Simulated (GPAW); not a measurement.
# Cu K ELNES/XANES of ZrCu2P2 (P-3m1) from DFT

Aim: the near-edge shape at the Cu K edge of ZrCu2P2 (P-3m1), and what the core hole does to it.

Program: GPAW 26.7.0. Level of theory: X-ray absorption from dipole matrix elements to empty bands, plane-wave PAW LDA. Results are calculated unless marked as measured.

## Step 1: Set-up

It takes space group P-3m1 (No. 164, trigonal). The conventional cell has a = 3.797 Å, b = 3.797 Å, c = 6.153 Å, α = 90.00°, β = 90.00°, γ = 120.00°. Zr has 6 P at 2.69 Å nearest. Nearest to Cu lie 4 P at 2.29 to 2.38 Å. P has 4 Cu at 2.29 to 2.38 Å and 3 Zr at 2.69 Å nearest. Farther neighbours are not listed.

## Step 2: Ground state of the crystal

The ground state comes first: it tells whether the system has a gap, which decides how the excited electron is treated.

scf.py

```python
import numpy as np
from ase import Atoms
from ase.parallel import parprint, paropen
from gpaw import GPAW, PW, FermiDirac, Mixer, MixerDif, setup_paths
from gpaw.test import gen
setup_paths.insert(0, '.')
gen('Cu', name='nch1s', xcname='LDA', corehole=(1, 0, 0), write_xml=True)
from gpaw.mpi import world
world.barrier()

atoms = Atoms('ZrCu2P2',
    cell=[[3.79715394, 0, 0],
     [-1.89857697, 3.28843177, 0],
     [0, 0, 6.15259226]],
    scaled_positions=[[0, 0, 0],
     [0.33333333, 0.66666667, 0.63888812],
     [0.66666667, 0.33333333, 0.36111188],
     [0.33333333, 0.66666667, 0.25217355],
     [0.66666667, 0.33333333, 0.74782645]],
    pbc=True)
atoms.calc = calc = GPAW(legacy_gpaw=True, mode=PW(430, force_complex_dtype=True), xc='LDA', setups={1: 'nch1s'},
    kpts={'size': (8, 8, 4), 'gamma': True}, occupations=FermiDirac(0.05),
    charge=0, mixer=Mixer(0.1, 5, 50), maxiter=150,
    convergence={'density': 0.0001, 'eigenstates': 1e-6}, txt='scf.txt')
energy = atoms.get_potential_energy() + calc.get_reference_energy()
ef = calc.get_fermi_level()
out = dict(energy=energy, fermi=ef, forces=atoms.get_forces().tolist())
parprint(f'all-electron energy {energy:.4f} eV, Fermi level {ef:.4f} eV')
ev = np.array([[calc.get_eigenvalues(k, s) for k in range(len(calc.get_ibz_k_points()))] for s in range(calc.get_number_of_spins())])
out['homo'], out['lumo'], out['counts'] = ev[ev < ef].max(), ev[ev > ef].min(), sorted(set((ev < ef).sum((0, 2)).tolist()))
out['filled'] = (ev[:, 0] < ef).sum(1).tolist()
import json
with paropen('out.json', 'w') as f:
    json.dump(out, f)
```

Run with:

```console
OMP_NUM_THREADS=1 mpirun -n 4 gpaw python scf.py
```

Numbers of over 12 decimals in the logs are rounded to 6 here.

The log of the run:

```text
Input parameters:
  convergence: {density: 0.0001,
                eigenstates: 1e-06}
  kpts: {gamma: True,
         size: (8, 8, 4)}
  maxiter: 150
  mixer: {backend: pulay,
          beta: 0.1,
          method: separate,
          nmaxold: 5,
          weight: 50}
  mode: {ecut: 430.0,
         force_complex_dtype: True,
         name: pw}
  occupations: {fixmagmom: False,
                name: fermi-dirac,
                width: 0.05}
  setups: {1: nch1s}

Initialize ...

[... PAW data sets ...]

Reference energy: -206233.968410  # eV

Spin-paired calculation

[... convergence settings ...]
Symmetries present (total): 2
  [... symmetry matrices ...]

256 k-points: 8 x 8 x 4 Monkhorst-Pack grid + [1/16,1/16,1/8]
78 k-points in the irreducible part of the Brillouin zone
       k-points in crystal coordinates                weights
   0:     0.00000000    0.00000000    0.00000000          1/256
   1:     0.00000000    0.00000000    0.25000000          2/256
   2:     0.00000000    0.00000000    0.50000000          1/256
   3:     0.00000000    0.12500000   -0.25000000          2/256
   4:     0.00000000    0.12500000    0.00000000          2/256
   5:     0.00000000    0.12500000    0.25000000          2/256
   6:     0.00000000    0.12500000    0.50000000          2/256
   7:     0.00000000    0.25000000   -0.25000000          2/256
   8:     0.00000000    0.25000000    0.00000000          2/256
   9:     0.00000000    0.25000000    0.25000000          2/256
          ...
  77:     0.50000000    0.50000000    0.50000000          2/256

Wave functions: Plane wave expansion
  Cutoff energy: 430.000 eV
  Number of coefficients (min, max): 1538, 1578
  Pulay-stress correction: 0.000000 eV/Ang^3 (de/decut=0.000000)
  Using FFTW library
  Wavefunction extrapolation:
    Improved wavefunction reuse through dual PAW basis

Occupation numbers: Fermi-Dirac:
  width: 0.0500  # eV

Eigensolver
   Davidson(niter=2)

Densities:
  Coarse grid: 20*20*30 grid
  Fine grid: 40*40*60 grid
  Total Charge: 0.000000

Density mixing:
  Method: separate
  Backend: pulay
  Linear mixing parameter: 0.1
  old densities: 5
  Width of damping distribution: 1.1
  Damping of long wavelength oscillations: 50

[... Hamiltonian set-up ...]
Number of atoms: 5
Number of atomic orbitals: 39
Number of bands in calculation: 31
Number of valence electrons: 44
Bands to converge: occupied

... initialized

Initializing position-dependent things.

Density initialized from atomic densities
Creating initial wave functions:
  31 bands from LCAO basis set

        Cu  P

        P   Cu

       Zr

Atomic positions and initial magnetic moments

Positions:
   0 Zr     0.000000    0.000000    0.000000    ( 0.0000,  0.0000,  0.0000)
   1 Cu    -0.000000    2.192288    3.930818    ( 0.0000,  0.0000,  0.0000)
   2 Cu     1.898577    1.096144    2.221774    ( 0.0000,  0.0000,  0.0000)
   3 P     -0.000000    2.192288    1.551521    ( 0.0000,  0.0000,  0.0000)
   4 P      1.898577    1.096144    4.601071    ( 0.0000,  0.0000,  0.0000)

Unit cell:
           periodic     x           y           z      points  spacing
  1. axis:    yes    3.797154    0.000000    0.000000    20     0.1644
  2. axis:    yes   -1.898577    3.288432    0.000000    20     0.1644
  3. axis:    yes    0.000000    0.000000    6.152592    30     0.2051

  Lengths:   3.797154   3.797154   6.152592
  Angles:   90.000000  90.000000 120.000000

Effective grid spacing dv^(1/3) = 0.1857

iter:   1   -37.743614
iter:   2   -33.848816   -0.55  -1.16
iter:   3   -33.332674   -1.47  -1.30
iter:   4   -33.091476   -1.57  -1.43
iter:   5   -33.041406   -1.81  -1.61
iter:   6   -33.029968   -2.88  -1.97
iter:   7   -33.031231c  -2.63  -2.28
iter:   8   -33.018981c  -3.29  -2.60
iter:   9   -33.018840c  -4.39  -3.03
iter:  10   -33.018813c  -5.32  -3.18
iter:  11   -33.018809c  -5.76  -3.30
iter:  12   -33.018814c  -5.02  -3.37
iter:  13   -33.018777c  -5.55  -3.57
iter:  14   -33.018774c  -5.95  -3.57
iter:  15   -33.018770c  -6.94c -3.74
iter:  16   -33.018764c  -5.85  -3.93
iter:  17   -33.018763c  -7.21c -4.46c

Converged after 17 iterations.

Dipole moment: (0.000000, -0.000000, 0.000000) |e|*Ang

Energy contributions relative to reference atoms: (reference = -206233.968410)

Kinetic:         -7.481544
Potential:       +2.397798
External:        +0.000000
XC:             -28.374744
Entropy (-ST):   -0.008936
Local:           +0.444195
SIC:             +0.000000
--------------------------
Free energy:    -33.023231
Extrapolated:   -33.018763

Showing only first 2 kpts
 Kpt  Band  Eigenvalues  Occupancy
  0    20      9.20882    0.03022
  0    21      9.20883    0.03022
  0    22      9.29643    0.00531
  0    23      9.70722    0.00000

  1    20      9.10750    0.20852
  1    21      9.10751    0.20849
  1    22      9.46351    0.00019
  1    23      9.46352    0.00019

Fermi level: 8.99996

No gap
No difference between direct/indirect transitions

Forces in eV/Ang:
  0 Zr    0.00000    0.00000    0.00000
  1 Cu    0.00000   -0.00000    0.09239
  2 Cu    0.00000    0.00000   -0.09239
  3 P     0.00000   -0.00000    0.02311
  4 P     0.00000    0.00000   -0.02311
Scalar-relativistic atomic LDA calculation for Cu (Copper, Z=29)
Core hole in 1s state (1s occupation: 2.0)
600 radial gridpoints.
|------------------------------------------------|
|------------------------------------------------|
[... the atom generator's iteration count ...]

Energy contributions:
-------------------------
Kinetic:    +1675.285700
XC:           -64.895881
Potential:  -3262.312180
-------------------------
Total:      -1651.922361

state      eigenvalue         ekin         rmax
-----------------------------------------------
1s^2.0 :  -324.467727   418.664247        0.034
2s^2.0 :   -38.956231    78.634526        0.197
2p^6.0 :   -33.679353    76.825479        0.158
3s^2.0 :    -4.193271    17.288793        0.614
3p^6.0 :    -2.647366    15.189343        0.619
3d^10.0:    -0.195673     9.285239        0.600
4s^1.0 :    -0.178486     1.169252        2.257
4p^0.0 :    -0.028757     0.396770        3.504
-----------------------------------------------
(units: Bohr and Hartree)

Generating PAW setup
Kinetic energy of the core from tauc = 1596.294566
Cutoffs:
rc(s)=2.200
rc(p)=2.200
rc(d)=2.000
rc(vbar)=1.800
rc(comp)=2.000
rc(nct)=2.200

Kinetic energy of the core states: 1581.264061
Charge: 0.0
Core electrons: 18.0
Valence electrons: 11.0
Pseudo-core charge: 0.387458
Shape function alpha=2.500
Pseudo-electron charge 4.216968
state    eigenvalue         norm
--------------------------------
4s(1) :    -0.178486     1.057125
*s    :     0.821514
4p(0) :    -0.028757     1.001617
*p    :     0.971243
3d(10):    -0.195673     0.277238
*d    :     0.804327
--------------------------------

Diagonalizing with gridspacing h=0.050

state   all-electron     PAW
-------------------------------
4s:      -0.178486    -0.178572
4p:      -0.028757    -0.028678
3d:      -0.195673    -0.196155
*f:                    0.071609
-------------------------------
all-electron energy -206266.9872 eV, Fermi level 9.0000 eV
```

Elapsed: 27 s, on 4 MPI ranks of Arm Neoverse V1, shared host; peak memory 0.22 GiB.

The mesh shows no gap, so the system is treated as a metal and the core electron is put at the Fermi level (neutral cell).

## Step 3: Spectrum without a core hole, Cu atom 2

Without a hole the spectrum is the empty density of states of the right symmetry on the absorber, weighted by matrix elements. It needs only the small cell and serves as the baseline. The data set with a hole of occupation 0 only carries the core orbital.

The absorber has 3 P at 2.29 Å and 1 P at 2.38 Å (distorted tetrahedral, site symmetry 3m).

xas.py

```python
import numpy as np
from ase import Atoms
from ase.parallel import parprint, paropen
from gpaw import GPAW, PW, FermiDirac, Mixer, MixerDif, setup_paths
from gpaw.test import gen
setup_paths.insert(0, '.')
gen('Cu', name='nch1s', xcname='LDA', corehole=(1, 0, 0), write_xml=True)
from gpaw.mpi import world
world.barrier()

atoms = Atoms('ZrCu2P2',
    cell=[[3.79715394, 0, 0],
     [-1.89857697, 3.28843177, 0],
     [0, 0, 6.15259226]],
    scaled_positions=[[0, 0, 0],
     [0.33333333, 0.66666667, 0.63888812],
     [0.66666667, 0.33333333, 0.36111188],
     [0.33333333, 0.66666667, 0.25217355],
     [0.66666667, 0.33333333, 0.74782645]],
    pbc=True)
atoms.calc = calc = GPAW(legacy_gpaw=True, mode=PW(430, force_complex_dtype=True), xc='LDA', setups={1: 'nch1s'},
    kpts={'size': (10, 10, 6), 'gamma': True}, occupations=FermiDirac(0.1),
    charge=0, mixer=Mixer(0.1, 5, 50), maxiter=150,
    convergence={'density': 0.0001, 'eigenstates': 1e-6}, txt='scf.txt')
energy = atoms.get_potential_energy() + calc.get_reference_energy()
ef = calc.get_fermi_level()
out = dict(energy=energy, fermi=ef, forces=atoms.get_forces().tolist())
parprint(f'all-electron energy {energy:.4f} eV, Fermi level {ef:.4f} eV')
ev = np.array([[calc.get_eigenvalues(k, s) for k in range(len(calc.get_ibz_k_points()))] for s in range(calc.get_number_of_spins())])
out['homo'], out['lumo'], out['counts'] = ev[ev < ef].max(), ev[ev > ef].min(), sorted(set((ev < ef).sum((0, 2)).tolist()))
out['filled'] = (ev[:, 0] < ef).sum(1).tolist()

from ase.units import Ha
from gpaw.xas import dipole_matrix_elements
nb = int(calc.get_number_of_electrons() / 2) + 54
top, nb = nb, nb + 8 + nb // 12
nscf = calc.fixed_density(kpts={'size': (8, 8, 4), 'gamma': True}, nbands=nb,
    convergence={'bands': top, 'eigenstates': 1e-5}, maxiter=60, txt='nscf.txt')
cell = atoms.cell.array
ops = [cell.T @ U.T @ np.linalg.inv(cell.T) for U in nscf.wfs.kd.symmetry.op_scc]
E = np.arange(-25, 34, 0.1)
fwhm = np.interp(E, [4, 25], [1.55, 3.5])
Y, X, zero, highest = 0, 0, 1e9, 1e9
for spin in range(nscf.get_number_of_spins()):
    wfs = nscf.wfs
    A = dipole_matrix_elements(wfs.setups[1])
    eps = np.zeros((wfs.kd.nibzkpts, nb))
    d = np.zeros((3, A.shape[1], wfs.kd.nibzkpts, nb), complex)
    for kpt in wfs.kpt_u:
        if kpt.s == spin and 1 in kpt.P_ani:
            eps[kpt.k] = kpt.eps_n * Ha
            d[:, :, kpt.k] = (kpt.weight * wfs.nspins / 2) ** 0.5 * np.inner(A, kpt.P_ani[1])
    world.sum(eps)
    world.sum(d)
    T = np.einsum('amkn,bmkn->abkn', d, d.conj()).real
    T = sum(np.einsum('ai,ijkn,bj->abkn', R, T, R) for R in ops) / len(ops)
    empty = eps > ef
    zero, highest = min(zero, eps[empty].min()), min(highest, eps[:, top - 1].min())
    lines = [(eps, T, empty)] if spin == 0 else lines + [(eps, T, empty)]
for eps, T, empty in lines:
    f = np.einsum('aakn->akn', T).reshape(3, -1)
    x = eps.ravel() - zero
    w = np.interp(x, E, fwhm) / 2.35482
    g = np.exp(-0.5 * ((E[:, None] - x) / w) ** 2) / (w * (2 * np.pi) ** 0.5)
    Y = Y + (f * empty.ravel()) @ g.T
    X = X + (f * ~empty.ravel()) @ g.T
out.update(E=E.round(2).tolist(), xas=Y.tolist(), xes=X.tolist(), zero=zero, valid=highest - zero, nk=len(eps), nb=nb)
for i in range(0, len(E), 10):
    parprint(f'{E[i]:7.2f}', *(f'{v:10.3e}' for v in Y[:, i]))
import json
with paropen('out.json', 'w') as f:
    json.dump(out, f)
```

Run with:

```console
OMP_NUM_THREADS=1 mpirun -n 4 gpaw python xas.py
```

The log of the run:

```text
Input parameters:
  convergence: {density: 0.0001,
                eigenstates: 1e-06}
  kpts: {gamma: True,
         size: (10, 10, 6)}
  maxiter: 150
  mixer: {backend: pulay,
          beta: 0.1,
          method: separate,
          nmaxold: 5,
          weight: 50}
  mode: {ecut: 430.0,
         force_complex_dtype: True,
         name: pw}
  occupations: {fixmagmom: False,
                name: fermi-dirac,
[...]
*d    :     0.804327
--------------------------------

Diagonalizing with gridspacing h=0.050

state   all-electron     PAW
-------------------------------
4s:      -0.178486    -0.178572
4p:      -0.028757    -0.028678
3d:      -0.195673    -0.196155
*f:                    0.071609
-------------------------------
all-electron energy -206266.9934 eV, Fermi level 8.9048 eV
[...]
32.00  2.332e-07  2.332e-07  1.935e-07
  33.00  2.208e-07  2.208e-07  1.949e-07
[key lines of the parts left out:]
Converged after 14 iterations.
Dipole moment: (0.000000, -0.000000, -0.000000) |e|*Ang
Free energy:    -33.037895
Fermi level: 8.90479
```

The job ended after 77 s (4 MPI ranks; peak memory 0.39 GiB; 5.1 min of CPU time).

The Cu K spectrum, Cu atom 2, no core hole (energy from the lowest empty level; intensity scaled to a mean of 1 over the first 20 eV; polarised curves are means over the symmetry-equivalent atoms):

| E (eV) | isotropic | ε ⊥ c | ε ∥ c |
| --- | --- | --- | --- |
| -2.0 | 0.00 | 0.00 | 0.00 |
| -1.4 | 0.00 | 0.00 | 0.01 |
| -0.8 | 0.02 | 0.02 | 0.04 |
| -0.2 | 0.08 | 0.05 | 0.13 |
| 0.4 | 0.15 | 0.11 | 0.22 |
| 1.0 | 0.22 | 0.21 | 0.25 |
| 1.6 | 0.32 | 0.35 | 0.25 |
| 2.2 | 0.41 | 0.48 | 0.27 |
| 2.8 | 0.48 | 0.57 | 0.31 |
| 3.4 | 0.56 | 0.65 | 0.38 |
| 4.0 | 0.66 | 0.75 | 0.47 |
| 4.6 | 0.78 | 0.88 | 0.58 |
| 5.2 | 0.89 | 0.97 | 0.74 |
| 5.8 | 0.98 | 0.99 | 0.96 |
| 6.4 | 1.08 | 0.99 | 1.27 |
| 7.0 | 1.20 | 1.00 | 1.62 |
| 7.6 | 1.28 | 1.01 | 1.84 |
| 8.2 | 1.25 | 0.98 | 1.78 |
| 8.8 | 1.14 | 0.97 | 1.50 |
| 9.4 | 1.07 | 1.01 | 1.17 |
| 10.0 | 1.04 | 1.07 | 0.97 |
| 10.6 | 1.02 | 1.08 | 0.91 |
| 11.2 | 1.02 | 1.07 | 0.93 |
| 11.8 | 1.06 | 1.11 | 0.96 |
| 12.4 | 1.12 | 1.19 | 0.98 |
| 13.0 | 1.19 | 1.27 | 1.01 |
| 13.6 | 1.24 | 1.31 | 1.09 |
| 14.2 | 1.28 | 1.33 | 1.20 |
| 14.8 | 1.34 | 1.36 | 1.30 |
| 15.4 | 1.38 | 1.39 | 1.37 |
| 16.0 | 1.38 | 1.38 | 1.39 |
| 16.6 | 1.33 | 1.31 | 1.38 |
| 17.2 | 1.26 | 1.22 | 1.34 |
| 17.8 | 1.20 | 1.16 | 1.29 |
| 18.4 | 1.19 | 1.15 | 1.28 |
| 19.0 | 1.21 | 1.18 | 1.29 |
| 19.6 | 1.25 | 1.23 | 1.30 |
| 20.2 | 1.28 | 1.27 | 1.30 |
| 20.8 | 1.30 | 1.31 | 1.27 |
| 21.4 | 1.31 | 1.34 | 1.25 |
| 22.0 | 1.33 | 1.35 | 1.27 |
| 22.6 | 1.35 | 1.36 | 1.33 |
| 23.2 | 1.38 | 1.36 | 1.41 |
| 23.8 | 1.39 | 1.35 | 1.46 |
| 24.4 | 1.38 | 1.33 | 1.49 |
| 25.0 | 1.35 | 1.29 | 1.47 |
| 25.6 | 1.31 | 1.24 | 1.43 |
| 26.2 | 1.27 | 1.21 | 1.38 |
| 26.8 | 1.25 | 1.20 | 1.33 |
| 27.4 | 1.25 | 1.23 | 1.30 |
| 28.0 | 1.29 | 1.29 | 1.27 |
| 28.6 | 1.33 | 1.37 | 1.25 |
| 29.2 | 1.38 | 1.45 | 1.24 |
| 29.8 | 1.41 | 1.50 | 1.22 |
| 30.4 | 1.43 | 1.53 | 1.21 |
| 31.0 | 1.42 | 1.53 | 1.21 |
| 31.6 | 1.41 | 1.50 | 1.22 |

Main maxima below 30 eV (height): 7.8 eV (1.28), 15.8 eV (1.39) and 24.0 eV (1.39). A K edge sees empty p states on the absorber.

The same matrix elements for filled bands give the Cu K emission of Cu atom 2 (ground-state approximation; energy from the lowest empty level, largest value 1):

| E (eV) | emission |
| --- | --- |
| -24.00 | 0.00 |
| -23.25 | 0.00 |
| -22.50 | 0.00 |
| -21.75 | 0.00 |
| -21.00 | 0.00 |
| -20.25 | 0.00 |
| -19.50 | 0.00 |
| -18.75 | 0.00 |
| -18.00 | 0.00 |
| -17.25 | 0.00 |
| -16.50 | 0.00 |
| -15.75 | 0.00 |
| -15.00 | 0.00 |
| -14.25 | 0.00 |
| -13.50 | 0.01 |
| -12.75 | 0.06 |
| -12.00 | 0.23 |
| -11.25 | 0.37 |
| -10.50 | 0.22 |
| -9.75 | 0.04 |
| -9.00 | 0.00 |
| -8.25 | 0.01 |
| -7.50 | 0.06 |
| -6.75 | 0.22 |
| -6.00 | 0.44 |
| -5.25 | 0.78 |
| -4.50 | 0.99 |
| -3.75 | 0.81 |
| -3.00 | 0.72 |
| -2.25 | 0.78 |
| -1.50 | 0.72 |
| -0.75 | 0.46 |
| 0.00 | 0.16 |
| 0.75 | 0.02 |
| 1.50 | 0.00 |
| 2.25 | 0.00 |
| 3.00 | 0.00 |

Emission maxima: -11.2 eV (0.37), -4.6 eV (1.00) and -2.2 eV (0.79).

## Step 4: Reference energy of the supercell

The photon energy needs a difference of total energies, so the cell and mesh of the coming hole run are first run without a hole.

scf.py: that of step 2 with these lines changed.

```diff
@@ -10,14 +10,24 @@
 
-atoms = Atoms('ZrCu2P2',
-    cell=[[3.79715394, 0, 0],
-     [-1.89857697, 3.28843177, 0],
-     [0, 0, 6.15259226]],
+atoms = Atoms('Zr3Cu6P6',
+    cell=[[5.69573091, 3.28843177, 0],
+     [0, -6.57686354, 0],
+     [1.89857697, 3.28843177, -6.15259226]],
     scaled_positions=[[0, 0, 0],
-     [0.33333333, 0.66666667, 0.63888812],
-     [0.66666667, 0.33333333, 0.36111188],
-     [0.33333333, 0.66666667, 0.25217355],
-     [0.66666667, 0.33333333, 0.74782645]],
+     [0.33333333, 0.66666667, 0],
+     [0.66666667, 0.33333333, 0],
+     [0.21296271, 0.45370396, 0.36111188],
+     [0.54629604, 0.12037063, 0.36111188],
+     [0.87962937, 0.78703729, 0.36111188],
+     [0.45370396, 0.87962937, 0.63888812],
+     [0.78703729, 0.54629604, 0.63888812],
+     [0.12037063, 0.21296271, 0.63888812],
+     [0.08405785, 0.58260882, 0.74782645],
+     [0.41739118, 0.24927548, 0.74782645],
+     [0.75072452, 0.91594215, 0.74782645],
+     [0.58260882, 0.75072452, 0.25217355],
+     [0.91594215, 0.41739118, 0.25217355],
+     [0.24927548, 0.08405785, 0.25217355]],
     pbc=True)
-atoms.calc = calc = GPAW(legacy_gpaw=True, mode=PW(430, force_complex_dtype=True), xc='LDA', setups={1: 'nch1s'},
-    kpts={'size': (8, 8, 4), 'gamma': True}, occupations=FermiDirac(0.05),
+atoms.calc = calc = GPAW(legacy_gpaw=True, mode=PW(430, force_complex_dtype=True), xc='LDA', setups={3: 'nch1s'},
+    kpts={'size': (5, 5, 5), 'gamma': True}, occupations=FermiDirac(0.1),
     charge=0, mixer=Mixer(0.1, 5, 50), maxiter=150,
```

Run with:

```console
OMP_NUM_THREADS=1 mpirun -n 4 gpaw python scf.py
```

The log of the run:

```text
Input parameters:
  convergence: {density: 0.0001,
                eigenstates: 1e-06}
  kpts: {gamma: True,
         size: (5, 5, 5)}
  maxiter: 150
  mixer: {backend: pulay,
          beta: 0.1,
          method: separate,
          nmaxold: 5,
          weight: 50}
  mode: {ecut: 430.0,
         force_complex_dtype: True,
         name: pw}
  occupations: {fixmagmom: False,
                name: fermi-dirac,
[...]
*s    :     0.821514
4p(0) :    -0.028757     1.001617
*p    :     0.971243
3d(10):    -0.195673     0.277238
*d    :     0.804327
--------------------------------

Diagonalizing with gridspacing h=0.050

state   all-electron     PAW
-------------------------------
4s:      -0.178486    -0.178572
4p:      -0.028757    -0.028678
3d:      -0.195673    -0.196155
*f:                    0.071609
-------------------------------
all-electron energy -618800.9979 eV, Fermi level 8.8791 eV
[key lines of the parts left out:]
Converged after 17 iterations.
Dipole moment: (0.000000, 0.000000, 0.000000) |e|*Ang
Free energy:    -99.124590
Fermi level: 8.87906
```

It took 3.4 min on 4 MPI ranks; peak memory 0.47 GiB; 14 min of CPU time.

Reference energy: -618800.998 eV with the cores included.

[end of part 1 of 2]

[Banner, clock and machine lines of the logs are left out without a mark of their own.]

[Logs are printed without paths, hosts, clocks, repeated set-up lines and the standing remarks that a program may print on its own settings, such as how far it seeks lower states.]

[Hosts, paths, dates, database ids (printed as entryN), source tags and the programs' standing remarks are cut or masked in the printed files.]

[Lists of maxima count a maximum above −3 eV only where it reaches 4 % of the highest in the window and stands out from its surroundings by 2 % of it (1.5 % where it reaches 55 %); shoulders and weaker maxima are passed over, and of the rest the first, up to two pre-edge ones and the few strongest are named.]
